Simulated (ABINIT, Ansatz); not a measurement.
# Quasiparticle gap of BaTiO3 (P4mm) in ABINIT, part 2 of 3

Aim: the G0W0 gap of BaTiO3 (P4mm) on PBE, step by step.

ABINIT 10.8.3; PBE and many-body steps on it, plane waves. Known limits of the many-body steps: not at the basis limit; no spin-orbit coupling; coarse k mesh.

So far. Step 2 (Ground state): The gap is indirect, with the least direct gap 0.37 eV higher.

## (3) Bands along the symmetry lines

Level of this step: DFT, PBE, plane waves, norm-conserving pseudopotentials (ABINIT).

The cheap functional maps the bands first; the places of the edges decide which points the dearer methods must see.

Contents of run.abi:

```
acell 3*1.0 Angstrom
rprim 
  3.990480000000 0.000000000000 0.000000000000
  0.000000000000 3.990480000000 0.000000000000
  0.000000000000 0.000000000000 4.023030000000
ntypat 3
znucl 56 22 8
natom 5
typat 1 2 3 3 3
xred 
  0.000000000000 0.000000000000 0.000000000000
  0.500000000000 0.500000000000 0.522000000000
  0.500000000000 0.500000000000 0.979000000000
  0.500000000000 0.000000000000 0.488000000000
  0.000000000000 0.500000000000 0.488000000000
pp_dirpath "pseudos"
pseudos "Ba.upf, Ti.upf, O.upf"
ecut 38
iscf -2
irdden 1
kptopt 0
nkpt 75
kpt 
  0.00000000 0.00000000 0.00000000
  0.00000000 0.06250000 0.00000000
  0.00000000 0.12500000 0.00000000
  0.00000000 0.18750000 0.00000000
  0.00000000 0.25000000 0.00000000
  0.00000000 0.31250000 0.00000000
  0.00000000 0.37500000 0.00000000
  0.00000000 0.43750000 0.00000000
  0.00000000 0.50000000 0.00000000
  0.06250000 0.50000000 0.00000000
  0.12500000 0.50000000 0.00000000
  0.18750000 0.50000000 0.00000000
  0.25000000 0.50000000 0.00000000
  0.31250000 0.50000000 0.00000000
  0.37500000 0.50000000 0.00000000
  0.43750000 0.50000000 0.00000000
  0.50000000 0.50000000 0.00000000
  0.43750000 0.43750000 0.00000000
  0.37500000 0.37500000 0.00000000
  0.31250000 0.31250000 0.00000000
  0.25000000 0.25000000 0.00000000
  0.18750000 0.18750000 0.00000000
  0.12500000 0.12500000 0.00000000
  0.06250000 0.06250000 0.00000000
  0.00000000 0.00000000 0.00000000
  0.00000000 0.00000000 0.06250000
  0.00000000 0.00000000 0.12500000
  0.00000000 0.00000000 0.18750000
  0.00000000 0.00000000 0.25000000
  0.00000000 0.00000000 0.31250000
  0.00000000 0.00000000 0.37500000
  0.00000000 0.00000000 0.43750000
  0.00000000 0.00000000 0.50000000
  0.00000000 0.06250000 0.50000000
  0.00000000 0.12500000 0.50000000
  0.00000000 0.18750000 0.50000000
  0.00000000 0.25000000 0.50000000
  0.00000000 0.31250000 0.50000000
  0.00000000 0.37500000 0.50000000
  0.00000000 0.43750000 0.50000000
  0.00000000 0.50000000 0.50000000
  0.06250000 0.50000000 0.50000000
  0.12500000 0.50000000 0.50000000
  0.18750000 0.50000000 0.50000000
  0.25000000 0.50000000 0.50000000
  0.31250000 0.50000000 0.50000000
  0.37500000 0.50000000 0.50000000
  0.43750000 0.50000000 0.50000000
  0.50000000 0.50000000 0.50000000
  0.43750000 0.43750000 0.50000000
  0.37500000 0.37500000 0.50000000
  0.31250000 0.31250000 0.50000000
  0.25000000 0.25000000 0.50000000
  0.18750000 0.18750000 0.50000000
  0.12500000 0.12500000 0.50000000
  0.06250000 0.06250000 0.50000000
  0.00000000 0.00000000 0.50000000
  0.00000000 0.50000000 0.00000000
  0.00000000 0.50000000 0.06250000
  0.00000000 0.50000000 0.12500000
  0.00000000 0.50000000 0.18750000
  0.00000000 0.50000000 0.25000000
  0.00000000 0.50000000 0.31250000
  0.00000000 0.50000000 0.37500000
  0.00000000 0.50000000 0.43750000
  0.00000000 0.50000000 0.50000000
  0.50000000 0.50000000 0.00000000
  0.50000000 0.50000000 0.06250000
  0.50000000 0.50000000 0.12500000
  0.50000000 0.50000000 0.18750000
  0.50000000 0.50000000 0.25000000
  0.50000000 0.50000000 0.31250000
  0.50000000 0.50000000 0.37500000
  0.50000000 0.50000000 0.43750000
  0.50000000 0.50000000 0.50000000
istwfk *1
nband 27
nbdbuf 2
tolwfr 1e-08
nstep 40
prtwf 0
prtvol 0
indata_prefix "in"
outdata_prefix "out"
tmpdata_prefix "tmp"
```

Started as:

```console
$ OMP_NUM_THREADS=1 mpirun -n 4 abinit run.abi > log
```

Numbers of over 12 decimals in the logs are rounded to 6 here.

The log of the run:

```text
.Version 10.8.3 of ABINIT. v10.8.2 released Aug 2026.

 Symmetries : space group P4 m m (# 99); Bravais tP (primitive tetrag.)
[... echo of the input left out ...]
== DATASET  1 ==================================================================
-   mpi_nproc: 4, omp_nthreads: 1 (-1 if OMP is not activated)

--- !DatasetInfo
iteration_state: {dtset: 1, }
dimensions: {natom: 5, nkpt: 75, mband: 27, nsppol: 1, nspinor: 1, nspden: 1, mpw: 4869, }
cutoff_energies: {ecut:  38.0, pawecutdg:  -1.0, }
electrons: {nelect:   4.00000000E+01, charge:   0.00000000E+00, occopt:   1.00000000E+00, tsmear:   1.00000000E-02, }

 Real(R)+Recip(G) space primitive vectors, cartesian coordinates (Bohr,Bohr^-1):
 R(1)=  7.5409143  0.0000000  0.0000000  G(1)=  0.1326099  0.0000000  0.0000000
 R(2)=  0.0000000  7.5409143  0.0000000  G(2)=  0.0000000  0.1326099  0.0000000
 R(3)=  0.0000000  0.0000000  7.6024249  G(3)=  0.0000000  0.0000000  0.1315370
 Unit cell volume ucvol=  4.3231485E+02 bohr^3
 Angles (23,13,12)=  9.00000000E+01  9.00000000E+01  9.00000000E+01 degrees

 getcut: wavevector=  0.0000  0.0000  0.0000  ngfft=  45  45  45
         ecut(hartree)=     38.000   => boxcut(ratio)=   2.08566

--- Pseudopotential description ------------------------------------------------
- Ba Generated using ONCVPSP code by D. R. Hamann
- 56.00000  10.00000  171031                  znucl, zion, pspdat
12 -101130 2 -1 1958                          pspcod,pspxc,lmax,lloc,mmax
     nproj     2     2     2
  pspatm : epsatm=   26.75150155
         --- l  ekb(1:nproj) -->
             0    6.667868    0.674319
             1    5.008801    0.408242
             2    2.532546    0.415477
 pspatm: atomic psp has been read  and splines computed

- Ti Generated using ONCVPSP code by D. R. Hamann
- 22.00000  12.00000  171031                  znucl, zion, pspdat
12 -101130 2 -1 1586                          pspcod,pspxc,lmax,lloc,mmax
     nproj     2     2     2
  pspatm : epsatm=   14.68144553
         --- l  ekb(1:nproj) -->
[...]
pspatm: atomic psp has been read  and splines computed

- O Generated using ONCVPSP code by D. R. Hamann
-  8.00000   6.00000  171031                  znucl, zion, pspdat
12 -101130 2 -1 936                           pspcod,pspxc,lmax,lloc,mmax
     nproj     2     2     1
  pspatm : epsatm=    6.19545534
         --- l  ekb(1:nproj) -->
[...]
2   -1.331955
 pspatm: atomic psp has been read  and splines computed

--------------------------------------------------------------------------------

================================================================================
 prteigrs : about to open file out_EIG
 Non-SCF case, kpt    1 (  0.00000  0.00000  0.00000), residuals and eigenvalues=
  8.68E-09  4.80E-09  1.77E-09  7.19E-09  5.64E-09  3.86E-09  6.74E-09  4.55E-09
[...]
Non-SCF case, kpt   74 (  0.50000  0.50000  0.43750), residuals and eigenvalues=
[...]
Non-SCF case, kpt   75 (  0.50000  0.50000  0.50000), residuals and eigenvalues=
[...]
1.0454E-01  1.0742E-01  1.5512E-01  1.5512E-01  1.5788E-01  2.4041E-01
  2.4041E-01  2.4688E-01  4.0297E-01  4.0341E-01  4.0341E-01  4.8473E-01
[...]
--- !ResultsGS
iteration_state: {dtset: 1, }
comment   : Summary of ground state results
lattice_vectors:
- [  7.5409143,   0.0000000,   0.0000000, ]
- [  0.0000000,   7.5409143,   0.0000000, ]
- [  0.0000000,   0.0000000,   7.6024249, ]
lattice_lengths: [   7.54091,    7.54091,    7.60242, ]
lattice_angles: [ 90.000,  90.000,  90.000, ] # degrees, (23, 13, 12)
lattice_volume:   4.3231485E+02
convergence: {deltae:  0.000E+00, res2:  0.000E+00, residm:  1.000E-08, diffor:  0.000E+00, }
etotal    :  -1.37385857E+02
entropy   :   0.00000000E+00
fermie    :   2.46877495E-01
cartesian_stress_tensor: null
pressure_GPa: null
xred      :
- [  0.0000E+00,   0.0000E+00,   0.0000E+00, Ba]
- [  5.0000E-01,   5.0000E-01,   5.2200E-01, Ti]
- [  5.0000E-01,   5.0000E-01,   9.7900E-01,  O]
- [  5.0000E-01,   0.0000E+00,   4.8800E-01,  O]
- [  0.0000E+00,   5.0000E-01,   4.8800E-01,  O]
cartesian_forces: null
force_length_stats: {min: null, max: null, mean: null, }

 Integrated electronic density in atomic spheres:
 ------------------------------------------------
 Atom  Sphere_radius  Integrated_density
[...]
================================================================================

 ----iterations are completed or convergence reached----

 Mean square residual over all n,k,spin=   58.867E-10; max=  99.996E-10
 reduced coordinates (array xred) for    5 atoms
[...]
cartesian coordinates (angstrom) at end:
    1      0.000000     0.000000     0.000000
    2      1.995240     1.995240     2.100022
    3      1.995240     1.995240     3.938546
    4      1.995240     0.000000     1.963239
    5      0.000000     1.995240     1.963239
 length scales=  1.889726125908  1.889726125908  1.889726125908 bohr
              =  1.000000000000  1.000000000000  1.000000000000 angstroms
 prteigrs : about to open file out_EIG
 Eigenvalues (hartree) for nkpt=  75  k points:
 kpt#   1, nband= 27, wtk=  1.00000, kpt=  0.0000  0.0000  0.0000 (reduced coord)
[...]
kpt#   2, nband= 27, wtk=  1.00000, kpt=  0.0000  0.0625  0.0000 (reduced coord)
[...]
kpt#   3, nband= 27, wtk=  1.00000, kpt=  0.0000  0.1250  0.0000 (reduced coord)
[...]
kpt#  74, nband= 27, wtk=  1.00000, kpt=  0.5000  0.5000  0.4375 (reduced coord)
[...]
0.49782    0.49782    0.53308
 kpt#  75, nband= 27, wtk=  1.00000, kpt=  0.5000  0.5000  0.5000 (reduced coord)
[...]
-0.14873   -0.14873   -0.14648    0.08159    0.10454    0.10742    0.15512    0.15512
   0.15788    0.24041    0.24041    0.24688    0.40297    0.40341    0.40341    0.48473
   0.49427    0.49427    0.53290

== END DATASET(S) ==============================================================
================================================================================

 -outvars: echo values of variables after computation  --------
            nband          27
             nkpt          75
          spgroup          99
 [... the other variables as echoed above ...]

 Calculation completed.
```

The job ended after 98 s (4 MPI ranks of Arm Neoverse V1, shared host; peak memory 0.41 GiB; 6.5 min of CPU time).

This step gave:

| Property | Result |
| --- | --- |
| gap | 1.851 eV |
| k of the valence top | 0.5, 0.5, 0.5 |
| k of the conduction bottom | 0, 0, 0 |
| least direct gap | 2.222 eV |

The gap is 1.851 eV, as in the run before at this level.

The electronic bands at the labelled points (eV, zero at the top of the highest filled band):

```csv
point,band 17,band 18,band 19,band 20,band 21,band 22,band 23,band 24
Γ,-1.18,-0.45,-0.37,-0.37,1.85,2.22,2.22,4.12
halfway,-1.52,-1.26,-0.81,-0.67,2.27,2.80,2.85,4.27
X,-1.84,-1.67,-1.13,-0.97,2.34,3.57,3.64,4.24
halfway,-1.68,-1.53,-1.12,-0.50,2.90,3.65,3.72,4.77
M,-1.83,-1.08,-1.08,-0.07,3.66,3.66,4.02,4.77
halfway,-1.95,-1.19,-0.93,-0.51,2.76,2.98,3.16,4.76
Γ,-1.18,-0.45,-0.37,-0.37,1.85,2.22,2.22,4.12
halfway,-1.61,-1.32,-0.55,-0.55,1.93,2.99,2.99,4.12
Z,-1.96,-1.94,-0.71,-0.71,2.00,3.68,3.68,4.12
halfway,-1.43,-1.30,-1.11,-0.67,2.87,3.69,3.72,4.79
R,-1.75,-0.92,-0.89,-0.25,3.60,3.70,4.02,4.96
halfway,-2.49,-0.62,-0.53,-0.21,3.89,3.91,4.14,6.26
A,-2.42,-0.18,-0.18,0.00,4.25,4.26,4.26,6.47
halfway,-2.17,-0.89,-0.72,-0.66,3.36,3.80,3.84,6.00
Z,-1.96,-1.94,-0.71,-0.71,2.00,3.68,3.68,4.12
jump to X,-1.84,-1.67,-1.13,-0.97,2.34,3.57,3.64,4.24
halfway,-1.48,-1.41,-1.22,-0.64,3.05,3.59,3.75,4.82
R,-1.75,-0.92,-0.89,-0.25,3.60,3.70,4.02,4.96
jump to M,-1.83,-1.08,-1.08,-0.07,3.66,3.66,4.02,4.77
halfway,-2.57,-0.72,-0.72,-0.04,3.94,3.94,4.13,6.07
A,-2.42,-0.18,-0.18,0.00,4.25,4.26,4.26,6.47
```

## (4) Empty states on the mesh, 4×4×4 mesh, 322 bands

The sums over transitions need many empty states on a uniform mesh; this step solves for them.

Contents of run.abi:

```
acell 3*1.0 Angstrom
rprim 
  3.990480000000 0.000000000000 0.000000000000
  0.000000000000 3.990480000000 0.000000000000
  0.000000000000 0.000000000000 4.023030000000
ntypat 3
znucl 56 22 8
natom 5
typat 1 2 3 3 3
xred 
  0.000000000000 0.000000000000 0.000000000000
  0.500000000000 0.500000000000 0.522000000000
  0.500000000000 0.500000000000 0.979000000000
  0.500000000000 0.000000000000 0.488000000000
  0.000000000000 0.500000000000 0.488000000000
pp_dirpath "pseudos"
pseudos "Ba.upf, Ti.upf, O.upf"
ecut 38
ngkpt 4 4 4
nshiftk 1
shiftk 0 0 0
kptopt 1
chksymbreak 0
irdden 1
istwfk *1
nband 322
prtvol 0
optdriver 6
gwr_task "HDIAGO"
paral_kgb 0
occopt 1
indata_prefix "in"
outdata_prefix "out"
tmpdata_prefix "tmp"
```

The log of the run:

```text
[banner, memory and clock lines left out]
.Version 10.8.3 of ABINIT. v10.8.2 released Aug 2026.

 Symmetries : space group P4 m m (# 99); Bravais tP (primitive tetrag.)
[... echo of the input left out ...]
== DATASET  1 ==================================================================
-   mpi_nproc: 4, omp_nthreads: 1 (-1 if OMP is not activated)

--- !DatasetInfo
iteration_state: {dtset: 1, }
dimensions: {natom: 5, nkpt: 18, mband: 322, nsppol: 1, nspinor: 1, nspden: 1, mpw: 4868, }
cutoff_energies: {ecut:  38.0, pawecutdg:  -1.0, }
electrons: {nelect:   4.00000000E+01, charge:   0.00000000E+00, occopt:   1.00000000E+00, tsmear:   1.00000000E-02, }

.Using double precision arithmetic; gwpc =  8

- Reading GS density from: in_DEN

--- Pseudopotential description ------------------------------------------------
- Ba Generated using ONCVPSP code by D. R. Hamann
- 56.00000  10.00000  171031                  znucl, zion, pspdat
12 -101130 2 -1 1958                          pspcod,pspxc,lmax,lloc,mmax
     nproj     2     2     2
  pspatm : epsatm=   26.75150155
         --- l  ekb(1:nproj) -->
             0    6.667868    0.674319
             1    5.008801    0.408242
             2    2.532546    0.415477
 pspatm: atomic psp has been read  and splines computed

- Ti Generated using ONCVPSP code by D. R. Hamann
- 22.00000  12.00000  171031                  znucl, zion, pspdat
12 -101130 2 -1 1586                          pspcod,pspxc,lmax,lloc,mmax
     nproj     2     2     2
  pspatm : epsatm=   14.68144553
         --- l  ekb(1:nproj) -->
[...]
pspatm: atomic psp has been read  and splines computed

- O Generated using ONCVPSP code by D. R. Hamann
-  8.00000   6.00000  171031                  znucl, zion, pspdat
12 -101130 2 -1 936                           pspcod,pspxc,lmax,lloc,mmax
     nproj     2     2     1
  pspatm : epsatm=    6.19545534
         --- l  ekb(1:nproj) -->
             0    6.056735    0.824024
             1   -4.717130   -1.149271
             2   -1.331955
 pspatm: atomic psp has been read  and splines computed

   2.40077252E+03                                ecore*ucvol(ha*bohr**3)

 Total charge density [el/Bohr^3]
)     Maximum=    1.3634E+00  at reduced coord.    0.5111    0.5111    0.4444
)     Minimum=    4.1064E-04  at reduced coord.    0.0000    0.0000    0.0000
   Integrated=    4.0000E+01

 === KS gaps after direct diagonalization ===
 Indirect band gap semiconductor
 Fundamental gap:     1.851 (eV)
   VBM:     6.718 (eV) at k: [ 5.0000E-01,  5.0000E-01,  5.0000E-01]
   CBM:     8.569 (eV) at k: [ 0.0000E+00,  0.0000E+00,  0.0000E+00]
 Direct gap:         2.222 (eV) at k: [ 0.0000E+00,  0.0000E+00,  0.0000E+00]

== END DATASET(S) ==============================================================

 -outvars: echo values of variables after computation  --------
           etotal      0.0000000000E+00
            nband         322
             nkpt          18
          spgroup          99
 [... the other variables as echoed above ...]

 Calculation completed.
```

Run time: 6.7 min. Hardware: 4 MPI ranks; peak memory 5.3 GiB; 27 min of CPU time.

This step gave:

| Property | Result |
| --- | --- |
| gap | 1.851 eV |
| k of the valence top | 0.5, 0.5, 0.5 |
| k of the conduction bottom | 0, 0, 0 |
| least direct gap | 2.222 eV |
| k points computed | 18 |
| lowest point of the top converged band, above the valence top | 145.1917 eV |

On this mesh the gap is 1.851 eV.

## (5) Screening, 4×4×4 mesh, 314 bands, screening to 217.7 eV

The RPA dielectric matrix is built and inverted for each q.

This step: RPA screening on PBE, plane waves, norm-conserving pseudopotentials.

run.abi, as its differences from that of step 4:

```diff
@@ -23,10 +23,11 @@
 chksymbreak 0
-irdden 1
 istwfk *1
-nband 322
-prtvol 0
-optdriver 6
-gwr_task "HDIAGO"
-paral_kgb 0
 occopt 1
+irdwfk 1
+optdriver 3
+nband 314
+ecuteps 8
+inclvkb 2
+awtr 1
+symchi 1
 indata_prefix "in"
```

The log of the run:

```text
.Version 10.8.3 of ABINIT. v10.8.2 released Aug 2026.

 Symmetries : space group P4 m m (# 99); Bravais tP (primitive tetrag.)
[... echo of the input left out ...]
== DATASET  1 ==================================================================
-   mpi_nproc: 4, omp_nthreads: 1 (-1 if OMP is not activated)

--- !DatasetInfo
iteration_state: {dtset: 1, }
dimensions: {natom: 5, nkpt: 18, mband: 314, nsppol: 1, nspinor: 1, nspden: 1, mpw: 4868, }
cutoff_energies: {ecut:  38.0, pawecutdg:  -1.0, }
electrons: {nelect:   4.00000000E+01, charge:   0.00000000E+00, occopt:   1.00000000E+00, tsmear:   1.00000000E-02, }

 SCREENING: Calculation of the susceptibility and dielectric matrices

 Based on a program developped by R.W. Godby, V. Olevano, G. Onida, and L. Reining.
 Incorporated in ABINIT by V. Olevano, G.-M. Rignanese, and M. Torrent.
.Using double precision arithmetic ; gwpc =  8

[... cell and pseudopotentials left out ...]
--------------------------------------------------------------------------------

 ==== K-mesh for the wavefunctions ====
 Number of points in the irreducible wedge :    18
[... list of points left out ...]
 Together with  8 symmetry operations and time-reversal symmetry
 yields    64 points in the full Brillouin Zone.

 ==== Q-mesh for the screening function ====
 Number of points in the irreducible wedge :    18
[... list of points left out ...]
 Together with  8 symmetry operations and time-reversal symmetry
 yields    64 points in the full Brillouin Zone.

 setmesh: FFT mesh size selected  =    32x   32x   32
          total number of points  =        32768

 vcoul_init : cutoff-mode = AUXILIARY_FUNCTION
 q-points for optical limit:   1
     1)      0.000010    0.000020    0.000030

- screening: taking advantage of time-reversal symmetry
- Maximum band index for partially occupied states nbvw = 20
- Remaining bands to be divided among processors   nbcw = 294
- Number of bands treated by each node ~73

 Number of electrons calculated from density =   40.0000; Expected =   40.0000
 average of density, n =  0.092525
 r_s =    1.3716
 omega_plasma =   29.3417 [eV]

 calculating chi0 at frequencies [eV] :
  1    0.000000E+00    0.000000E+00
  2    0.000000E+00    2.934172E+01

--------------------------------------------------------------------------------
  q-point number  1        q = ( 0.000000, 0.000000, 0.000000) [r.l.u.]
--------------------------------------------------------------------------------
[... chi0 elements left out ...]
 For q-point:  0.000010 0.000020 0.000030
  dielectric constant =   5.7912
  dielectric constant without local fields =   6.4379

  Average fulfillment of the sum rule on Im[epsilon] for q-point    1 :     84.88  [%]
[... wings left out ...]
  q-point number  2        q = ( 0.250000, 0.000000, 0.000000) [r.l.u.]
--------------------------------------------------------------------------------
[... chi0 elements left out ...]
  Average fulfillment of the sum rule on Im[epsilon] for q-point    2 :     90.48  [%]

 [... 16 further q-points ...]
```

Run time: 14 min. Hardware: 4 MPI ranks; peak memory 4.3 GiB.

Numbers from this step:

```yaml
eps_infinity_with_local_fields_on_this_mesh_along_the_program_s_q_direction: 5.791
the_same_without_local_fields: 6.438
plasma_frequency: 29.34 eV
plane_waves_in_the_screening_matrix: 461
```

Local fields lower ε∞ by 10 %. On a Γ-centred mesh this coarse the value itself is usually too large, while a short band sum pulls it down.

(Continued in part 3 of 3.)

[Paths, hosts, dates, memory and timing lines, banners, echoed tables and standing remarks are left out of the program output.]

[Logs are printed without paths, hosts, clocks, repeated set-up lines and the standing remarks that a program may print on its own settings, such as how far it seeks lower states.]

[Runs of the session that timed out or met a known fault of the program may be left out.]

[Hosts, paths, dates, database ids (printed as entryN), source tags and the programs' standing remarks are cut or masked in the printed files.]

[G0W0 gaps are taken among the corrected bands and points alone; a level outside them can change the order at an edge.]

[Where Ansatz stands beside ABINIT at settings called matched, ABINIT's density can come from a denser mesh and the files from another edition; pairs whose starting gaps differed by over 0.03 eV were left out, so agreement reads better than it is.]
